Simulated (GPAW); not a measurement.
```cif
data_sio2
_symmetry_space_group_name_H-M 'P3_121'
_symmetry_Int_Tables_number 152
_cell_length_a 4.9158
_cell_length_b 4.9158
_cell_length_c 5.4091
_cell_angle_alpha 90.000
_cell_angle_beta 90.000
_cell_angle_gamma 120.000
_cell_volume 113.20
loop_
_atom_site_label
_atom_site_type_symbol
_atom_site_symmetry_multiplicity
_atom_site_Wyckoff_symbol
_atom_site_fract_x
_atom_site_fract_y
_atom_site_fract_z
_atom_site_occupancy
Si1 Si 3 a 0.53030 0.00000 0.33333 1
O1 O 6 c 0.14620 0.41420 0.88100 1
_calc_subject 'SiO2 (Quartz): one start, several treatments of the self-energy'
_calc_method 'DFT, PBE, plane waves, PAW (and 3 further levels or steps)'
_calc_program 'GPAW 26.7.0'
_calc_settings_of_one_run 'cutoff 600 eV, GPAW PAW setups 1.2.1 data release, 3×3×4 k-mesh, nbands 267'
_calc_cost '6 runs, 18 min in all on 4 MPI ranks of Intel Xeon Platinum 8375C at 2.90GHz (Ice Lake), shared host (the runs of this entry)'
_calc_notes 'The cell and positions come from the Crystallography Open Database and are kept as given unless a step says otherwise. Bands and cutoff are finite, so the gap is not at the basis limit. The miss can reach some tenths of an eV and take either sign; the mesh is an error of its own. The 3×3×4 mesh is coarse for this cell, which bears on the long-range parts of exchange and screening.'
_calc_g0w0_godby_needs_plasmon_pole '8.714 eV'
_calc_one_shot_hse06 '7.853 eV'
_calc_g0w0_extrapolated_in_the_cutoff '9.036 eV'
_calc_one_shot_hartree_fock '16.471 eV'
_calc_g0w0_full_frequency_hilbert_transform '8.718 eV'
_calc_known_limits 'not at the basis limit; coarse k mesh'
```

[Paths, hosts, dates, memory and timing lines, banners, echoed tables and standing remarks are left out of the program output.]

[Logs are printed without paths, hosts, clocks, repeated set-up lines and the standing remarks that a program may print on its own settings, such as how far it seeks lower states.]

[Runs of the session that timed out or met a known fault of the program may be left out.]

[Hosts, paths, dates, database ids (printed as entryN), source tags and the programs' standing remarks are cut or masked in the printed files.]
